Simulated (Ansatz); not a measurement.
## Where B_i (void) puts its levels in the gap of SiC (P6_3mc)

Wanted: the transition levels of a interstitial in SiC (P6_3mc), from a cell of 108 host atoms with 1 B put in.

Main program and level: Ansatz 0.2.0; place-levels on r2SCAN runs: charge-transition levels and formation energies with image-charge correction and potential alignment at the atomic sites; PAW set soft_1.

The experiments to compare with:

“Charge spill-out and work function of few-layer graphene on SiC(0001)” (2018, arxiv:1806.04908) quotes from earlier work for SiC, 6H (bulk crystal, literature): band gap (indirect gap, experimental literature value) 3.03 eV [Literature value cited in passing in the theory part; temperature and measurement method …].

Most raw output is cut from this account.

## (1) Starting point

The cell holds 109 atoms: 54 Si, 54 C and 1 B. Cell: a = 9.236 Å, b = 9.236 Å, c = 15.108 Å, α = 90.0°, β = 90.0°, γ = 120.0°. It derives from SiC (space group P6_3mc). Nearest the centre at fractional (0.111, 0.222, 0.437): B109 at 0.00 Å, Si5 at 2.01 Å, Si53 at 2.01 Å, Si17 at 2.01 Å, C8 at 2.01 Å, C56 at 2.01 Å, C20 at 2.01 Å, Si74 at 2.37 Å.

The host's dielectric constants go in as inputs: (7.09, 7.09, 7.35) for the electrons alone, (10.43, 10.43, 10.95) with the ions, computed on the host (DFPT, PBEsol, on the r2SCAN cell), and a cell off the functional's own equilibrium shifts the ionic part.

The cell's shortest repeat is 9.2 Å.

## (2) The runs of each charge state

Levels follow from differences of total energies between charge states, each relaxed by itself.

Each atom starts 0.05 Å or so off its site in a random direction: a symmetric start keeps its symmetry, and would miss off-centre moves and Jahn–Teller distortions. Forces are taken at one point at (¼, ¼, ¼). The cell holds 1 electron more than the neutral one, with a uniform background that keeps it neutral on the whole.

The sampling was tested on the host first: at the k-points planned (1x1x1 shifted 0.25 0.25 0.25) its energy lies -0.041 eV an atom from the dense-mesh value, a large miss, so this sampling is coarse for the host.

One state's input; the others differ in charge, spin, start and seed, and in occupations where the table says so.

qm1.relax/input.yaml

```yaml
crystal:
  lattice:
    - [9.23599493, 0.0, 0.0]
    - [-4.61799746, 7.99860624, 0.0]
    - [0.0, 0.0, 15.1078644]
  atoms:
    - { symbol: Si, position: [0.11111111, 0.22222222, 0.8329854] }
    - { symbol: Si, position: [0.22222222, 0.11111111, 0.3329854] }
[... 2 atom lines left out ...]
    - { symbol: Si, position: [0.0, 0.0, 0.49972248] }
[... 2 atom lines left out ...]
    - { symbol: C, position: [0.0, 0.0, 0.37436694] }
[... 2 atom lines left out ...]
    - { symbol: C, position: [0.22222222, 0.11111111, 0.54152848] }
[... 2 atom lines left out ...]
    - { symbol: Si, position: [0.22222222, 0.44444444, 0.3329854] }
[... 2 atom lines left out ...]
    - { symbol: Si, position: [0.0, 0.33333333, 0.49972248] }
[... 2 atom lines left out ...]
    - { symbol: C, position: [0.0, 0.33333333, 0.37436694] }
[... 2 atom lines left out ...]
    - { symbol: C, position: [0.22222222, 0.44444444, 0.54152848] }
[... 17 atom lines left out ...]
    - { symbol: Si, position: [0.33333333, 0.0, 0.49972248] }
[... 2 atom lines left out ...]
    - { symbol: C, position: [0.33333333, 0.0, 0.37436694] }
[... 8 atom lines left out ...]
    - { symbol: Si, position: [0.33333333, 0.33333333, 0.49972248] }
[... 2 atom lines left out ...]
    - { symbol: C, position: [0.33333333, 0.33333333, 0.37436694] }
[... 8 atom lines left out ...]
    - { symbol: Si, position: [0.33333333, 0.66666667, 0.49972248] }
[... 2 atom lines left out ...]
    - { symbol: C, position: [0.33333333, 0.66666667, 0.37436694] }
[... 5 atom lines left out ...]
    - { symbol: Si, position: [0.88888889, 0.11111111, 0.3329854] }
[... 2 atom lines left out ...]
    - { symbol: Si, position: [0.66666667, 0.0, 0.49972248] }
[... 2 atom lines left out ...]
    - { symbol: C, position: [0.66666667, 0.0, 0.37436694] }
[... 2 atom lines left out ...]
    - { symbol: C, position: [0.88888889, 0.11111111, 0.54152848] }
[... 14 atom lines left out ...]
    - { symbol: Si, position: [0.88888889, 0.77777778, 0.3329854] }
[... 10 atom lines left out ...]
    - { symbol: B, position: [0.111111, 0.222222, 0.437048] }
  host:
    repeats: [3, 3, 1]
    atoms:
      - { symbol: Si, position: [0.33333333, 0.66666667, 0.8329854] }
      - { symbol: Si, position: [0.66666667, 0.33333333, 0.3329854] }
      # ... 10 more atoms of the perfect host
total_charge: -1
basis:
  ecutwfc: 500
  xc_grid: 2
hamiltonian:
  xc: r2scan
  pseudopotentials: { kind: paw, azcp: { folder: soft_1 } }
kpoints:
  mp_grid: { grid: [1, 1, 1], shift: [0.25, 0.25, 0.25] }
scf:
  occupations: { method: fixed }
  max_iter: 80
output:
  forces: true
  charged_corrections:
    epsilon: [7.09, 7.09, 7.35]
    static_epsilon: [10.43, 10.43, 10.95]
    defect_position: [0.111111, 0.222222, 0.437048]
relax:
  f_tol: 0.02
  max_steps: 80
  random_displacement: { amplitude: 0.05, seed: 580 }
checkpoint:
  write: "../qm1.relax.run"
  compress: false
  write_wavefunctions: true
  write_every: 100000
```

Started as:

```sh
$ ansatz run input.yaml --threads 4 --pin off --max-ram 15073MiB --backend cpu --events-out ev --progress --plain --runs-dir out
```

Defect states can disperse in a cell of this size, so the energy is taken again at a 2×2×2 shifted mesh, on the relaxed structure.

The run of this state that the levels use, under r2SCAN:

qm1.point/input.yaml

```yaml
crystal:
  checkpoint: "../qm1.relax.run"
  host: checkpoint
total_charge: -1
basis:
  ecutwfc: 500
  xc_grid: 2
hamiltonian:
  xc: r2scan
  pseudopotentials: { kind: paw, azcp: { folder: soft_1 } }
kpoints:
  mp_grid: { grid: [2, 2, 2], shift: [0.5, 0.5, 0.5] }
scf:
  occupations: { method: fermi_dirac, width: 0.01 }
  max_iter: 80
output:
  forces: true
  eigenvalues: true
  charged_corrections:
    epsilon: [7.09, 7.09, 7.35]
    static_epsilon: [10.43, 10.43, 10.95]
    defect_position: [0.111111, 0.222222, 0.437048]
  eigenstates: { localisation: true }
  populations: true
  band_densities: [{ bands: [v1, v1] }, { bands: [c1, c1] }]
  write_density: true
  write_potential: true
  volumetric_format: npy
  elf: true
checkpoint:
  read: "../qm1.relax.run"
  write: "../qm1.point.run"
  compress: false
  write_wavefunctions: false
  write_every: 100000
```

Relaxations under r2SCAN at one point at (¼, ¼, ¼); times on 4 threads of Arm Neoverse V2, shared host:

| charge | moment (μB) | occupations | outcome | steps | largest displacement against the far atoms (Å) | time |
| --- | --- | --- | --- | --- | --- | --- |
| −1 | 0 | fixed | converged | 8 | 0.50 | 3.9 min |
| 0 | 1 | fixed | converged | 9 | 0.50 | 10 min |
| +1 | 0 | fixed | converged | 7 | 0.50 | 3.4 min |
| +2 | 1 | fixed | converged | 8 | 0.68 | 9 min |
| −1 | 2 | fixed | converged | 7 | 0.51 | 8.7 min |

Single points under r2SCAN at a 2×2×2 shifted mesh; times on 4 threads of Arm Neoverse V2, shared host:

| charge | moment (μB) | occupations | outcome | time |
| --- | --- | --- | --- | --- |
| −1 | 0 | fermi-dirac | converged | 3.6 min |
| 0 | 1 | fermi-dirac | converged | 8.8 min |
| +1 | 0 | fermi-dirac | converged | 3.3 min |
| +2 | 1 | fermi-dirac | converged | 7.1 min |
| −1 | 2 | fermi-dirac | converged | 7.7 min |

Distances (Å) from B109 to the nearest atoms after relaxation with r2SCAN:

| charge | moment (μB) | 1. | 2. | 3. | 4. | 5. | 6. |
| --- | --- | --- | --- | --- | --- | --- | --- |
| −1 | 0 | C 1.75 | C 1.75 | C 1.76 | Si 2.21 | Si 2.21 | Si 2.23 |
| −1 | 2 | C 1.75 | C 1.75 | C 1.77 | Si 2.21 | Si 2.21 | Si 2.22 |
| 0 | 1 | C 1.75 | C 1.76 | C 1.76 | Si 2.21 | Si 2.21 | Si 2.22 |
| +1 | 0 | C 1.75 | C 1.76 | C 1.76 | Si 2.21 | Si 2.21 | Si 2.21 |
| +2 | 1 | C 1.68 | C 1.69 | C 1.69 | Si 2.15 | Si 2.15 | Si 2.15 |

## (3) Levels against the band edges, r2SCAN

A charged cell interacts with its images and the background, and its potential has another zero than the host's. place-levels removes the first by a point-charge model, screened by the static dielectric constant since the ions have relaxed around the charge, and the second by comparing potentials at atoms far from the defect.

The host is a run of the defect-free crystal in the same cutoffs, grids and k-points, so that basis and sampling errors cancel in part in the differences. The host is run in a cell of 12 atoms on a matching mesh. Its band edges are searched through the zone by a band path, so the gap is smaller than, or equal to, that on the mesh. Chemical potentials are energies per atom of B (alpha-rhombohedral (B12)), run with the same functional and cutoff.

levels.point.yaml

```yaml
host:
  run: host.point.run
states: [qm1.point.run, q0_M1.point.run, qp1.point.run, qp2_M1.point.run, qm1_M2.point.run]
geometry_from:
  qm1.point.run: qm1.relax.run
  q0_M1.point.run: q0_M1.relax.run
  qp1.point.run: qp1.relax.run
  qp2_M1.point.run: qp2_M1.relax.run
  qm1_M2.point.run: qm1_M2.relax.run
  host.point.run: host.relax.run
chemical_potentials:
  B:
    energy: -156.554104
    dataset: <sha256 of the dataset>
epsilon: [7.09, 7.09, 7.35]
static_epsilon: [10.43, 10.43, 10.95]
vertical:
  - { from: qm1.point.run, to: qm1.point_neutral.run }
  - { from: qp1.point.run, to: qp1.point_neutral.run }
  - { from: qp2_M1.point.run, to: qp2_M1.point_neutral.run }
  - { from: qm1_M2.point.run, to: qm1_M2.point_neutral.run }
```

Started as:

```sh
$ ansatz place-levels levels.point.yaml -- --threads 4 --pin off --max-ram 15073MiB
```

It took 0.7 s on 4 threads of Arm Neoverse V2, shared host.

Levels between the charges placed, in eV above the valence top:

|  | gap (eV) | (+2/+1) | (+1/0) | (0/−1) |
| --- | --- | --- | --- | --- |
| r2SCAN | 2.37 | 1.03 | 2.34 | 2.43 |

Corrections by state:

| charge | moment (μB) | image terms and alignment (eV) | band filling (eV) | ε used | over the lowest of its charge, as the program ranks them, band filling apart (eV) |
| --- | --- | --- | --- | --- | --- |
| +2 | 1.0 | 0.801 | - | principal values (10.43, 10.43, 10.95) | 0.000 |
| +1 | 0.0 | 0.218 | - | principal values (10.43, 10.43, 10.95) | 0.000 |
| 0 | 1.0 | 0.000 | - | - | 0.000 |
| −1 | 0.0 | -0.022 | -0.215 | principal values (10.43, 10.43, 10.95) | 0.000 |
| −1 | 2.0 | -0.025 | - | principal values (10.43, 10.43, 10.95) | 0.191 |

The charged structures listed were also run neutral, and place-levels reads from each pair, by the potential or the spins, how wide the charge is by which they differ; that can be the carrier of either run.

| charge | rms radius (Å) | spread where it is widest against the cell (Å) | wide from (Å) | reading |
| --- | --- | --- | --- | --- |
| +2 | 3.9 | 2.08 | 1.39 | wide |
| +1 | 4.9 | 3.09 | 1.39 | wide |
| −1 | 5.3 | 3.25 | 1.39 | wide |

The neutral runs of these pairs need not share the spin of the lowest neutral state, and very wide values only mean spread over the cell.

From the program's caveats on the states, each cut to its opening words:

- charge +2 (1 μB): it parts from the run at its places by a charge that spreads by about 2.1 Å along one vector (1.4 Å or more is wide), by its potential at epsilon [7.09, 7.09, [...]
- charge +2 (1 μB), 0 (1 μB), −1 (2 μB): flagged: stability check not made
- charge +1: it parts from the run at its places by a charge that spreads by about 3.1 Å along one vector (1.4 Å or more is wide), by its potential at epsilon [7.09, 7.09, [...]
- charge 0 (1 μB): its alignment with the host at atomic sites is doubtful: the mean over the far sites moves by -0.0968 eV from their farther parts to their nearer, more than [...]
- charge 0 (1 μB): its sublattices stand up to 0.0308 Å off the host's, which by the two runs' forces adds about +0.02 eV to its energy against the host's, and moves the band [...]
- charge 0 (1 μB): its moments are held at its close (magnetization.spin_locking), by a field of 0.034 eV a Bohr magneton, and its energy and levels are of the state that this [...]
- charge −1: it parts from the run at its places by a charge that spreads by about 3.2 Å along one vector (1.4 Å or more is wide), by its potential at epsilon [7.09, 7.09, [...]
- charge −1: a band-filling correction moves a carrier to the host's band edge, which changes its energy by -0.215 eV
- charge −1: its alignment with the host at atomic sites is doubtful: the mean over the far sites moves by -0.1817 eV from their farther parts to their nearer, more than [...]
- charge −1: the host's ions (past the first shell or, of a walk that freed a part, those that it held) aren't shown at rest: they stand up to 0.062 Å off their sites, 2.09 [...]
- charge −1: its sublattices stand up to 0.0449 Å off the host's, which by the two runs' forces adds about +0.04 eV to its energy against the host's, and moves the band [...]
- charge −1 (2 μB): it parts from the run at its places by a charge that spreads by about 3.5 Å along one vector (1.4 Å or more is wide), by its potential at epsilon [7.09, 7.09, [...]
- charge −1 (2 μB): its alignment with the host at atomic sites is doubtful: the mean over the far sites moves by -0.1719 eV from their farther parts to their nearer, more than [...]
- charge −1 (2 μB): the host's ions (past the first shell or, of a walk that freed a part, those that it held) aren't shown at rest: they stand up to 0.048 Å off their sites, 1.95 [...]

The host's formation energy from the elements is -0.356 eV per atom; it sets how far the chemical potentials can move.

Limit set by the element alone; other compounds of these elements are not counted. Chemical potentials from the elements' reference states: C 0.00 eV, Si -0.71 eV, B 0.00 eV. Formation energies (C-rich), with the Fermi level at the valence top and at the conduction bottom (gap 2.37 eV):

| charge | at valence top (eV) | at conduction bottom (eV) | correction included (eV) |
| --- | --- | --- | --- |
| +2 | 3.40 | 8.13 | 0.80 |
| +1 | 4.43 | 6.80 | 0.22 |
| 0 | 6.76 | 6.76 | 0.00 |
| −1 | 9.19 | 6.82 | -0.24 |

| Fermi level (eV) | lowest formation energy (eV) |
| --- | --- |
| 0.00 | 3.40 |
| 0.22 | 3.83 |
| 0.43 | 4.26 |
| 0.65 | 4.69 |
| 0.86 | 5.12 |
| 1.08 | 5.50 |
| 1.29 | 5.72 |
| 1.51 | 5.94 |
| 1.72 | 6.15 |
| 1.94 | 6.37 |
| 2.15 | 6.58 |
| 2.37 | 6.76 |

Limit set by the element alone; other compounds of these elements are not counted. Chemical potentials from the elements' reference states: Si 0.00 eV, C -0.71 eV, B 0.00 eV. Formation energies (Si-rich), with the Fermi level at the valence top and at the conduction bottom (gap 2.37 eV):

| charge | at valence top (eV) | at conduction bottom (eV) | correction included (eV) |
| --- | --- | --- | --- |
| +2 | 3.40 | 8.13 | 0.80 |
| +1 | 4.43 | 6.80 | 0.22 |
| 0 | 6.76 | 6.76 | 0.00 |
| −1 | 9.19 | 6.82 | -0.24 |

Fermi level (eV), lowest formation energy (eV) and a bar from the least value:
```
     0.00       3.40 
     0.22       3.83 ####
     0.43       4.26 ########
     0.65       4.69 ###########
     0.86       5.12 ###############
     1.08       5.50 ###################
     1.29       5.72 #####################
     1.51       5.94 #######################
     1.72       6.15 #########################
     1.94       6.37 ##########################
     2.15       6.58 ############################
     2.37       6.76 ##############################
```

## (4) The same at the relaxations' own k-points

The relaxations' own energies give the levels at their sampling, for comparison.

levels.relax_mesh.yaml

```yaml
host:
  run: host.relax.run
states: [qm1.relax.run, q0_M1.relax.run, qp1.relax.run, qp2_M1.relax.run, qm1_M2.relax.run]
chemical_potentials:
  B:
    energy: -156.554104
    dataset: <sha256 of the dataset>
```

Started as:

```sh
$ ansatz place-levels levels.relax_mesh.yaml -- --threads 4 --pin off --max-ram 15073MiB
```

Elapsed: 0.19 s, on 4 threads.

Levels between neighbouring charges, in eV above the valence top:

|  | gap (eV) | (+2/+1) | (+1/0) | (0/−1) |
| --- | --- | --- | --- | --- |
| one point at (¼, ¼, ¼) | 2.38 | 1.08 | 2.42 | 2.39 |
| a 2×2×2 shifted mesh | 2.37 | 1.03 | 2.34 | 2.43 |

Going from one point at (¼, ¼, ¼) to a 2×2×2 shifted mesh moves the levels that carry no band-filling term by up to 0.08 eV and formation energies against the elements by up to 0.15 eV; band-filling terms, which differ between samplings, are in these energies.

## (5) Results

```
gap of the host                                                          : 2.37 eV (r2SCAN)
level (plus 2/plus 1)                                                    : 1.03 eV above the valence top
level (plus 1/0)                                                         : 2.34 eV above the valence top
level (0/minus 1)                                                        : 2.43 eV above the valence top, past the conduction bottom (2.64 eV above the valence top without the band-filling term)
lowest of the charges placed, just above the valence top (0.02 eV)       : +2
lowest of the charges placed, just below the conduction bottom (0.02 eV) : 0
lowest formation energy at mid-gap of the charges run, C-rich            : 5.61 eV
lowest formation energy at mid-gap of the charges run, Si-rich           : 5.61 eV
```

What this shows: Of the charges placed (−1, 0, +1 and +2), the lowest changes at 1.03 eV (+2/+1) and 2.34 eV (+1/0) above the valence top, in a gap of 2.37 eV. (+1/0) lies nearer to a band edge than the share of the finite-size correction in it (0.22 eV), and that correction holds for a localised charge alone. (+1/0) lies 0.03 eV from a band edge, less than the doubt on such levels. Charges above +2 were not placed, so these runs say nothing of levels that involve them. States placed: +2 at 1 μB; +1 at 0 μB; 0 at 1 μB; −1 at 0 μB and 2 μB. Other spin states or structures, where not listed, weren't placed. The program finds carriers beyond a band edge of the host and adds a band-filling term at charge −1 (-0.21 eV); steps to such a charge show no bound level, and a defect level inside a band would be read the same way. B is taken at its element; compounds, which aren't counted here, bound the chemical potentials and would shift these formation energies. Going from one point at (¼, ¼, ¼) to a 2×2×2 shifted mesh moves the levels that carry no band-filling term by up to 0.08 eV and formation energies against the elements by up to 0.15 eV; band-filling terms, which differ between samplings, are in these energies. The program doubts the alignment of potentials for at least one state, a sign that the cell is small. Keep in mind: r2SCAN makes the gap too small and tends to spread out bound carriers; force components of up to 0.51 eV/Å remain in a run at the final settings.

Calculation against experiment:

```
                             quantity  measured           r2SCAN
band gap (least gap of the host) (eV)      3.03  2.37 (-0.66 eV)
```

Measured values from arxiv:1806.04908 (2018).

Verdict: The band gap is off by -0.66 eV: a clear miss. Local and semilocal functionals usually give gaps below the measured ones. Zero-point and thermal motion shift the measured gap.

[Logs are printed without paths, hosts, clocks, repeated set-up lines and the standing remarks that a program may print on its own settings, such as how far it seeks lower states.]

[Hosts, paths, dates, database ids (printed as entryN), source tags and the programs' standing remarks are cut or masked in the printed files.]

[Where a table of states has a column of steps, it counts the stored structures, which are thinned; the runs took as many ionic steps or more.]

[A defect's name tells the site on which it was built; relaxed atoms can leave that site.]

[For some hosts the program warned that the k-mesh of the response run may be too coarse for force constants and the static dielectric constant; such warnings are not shown here.]
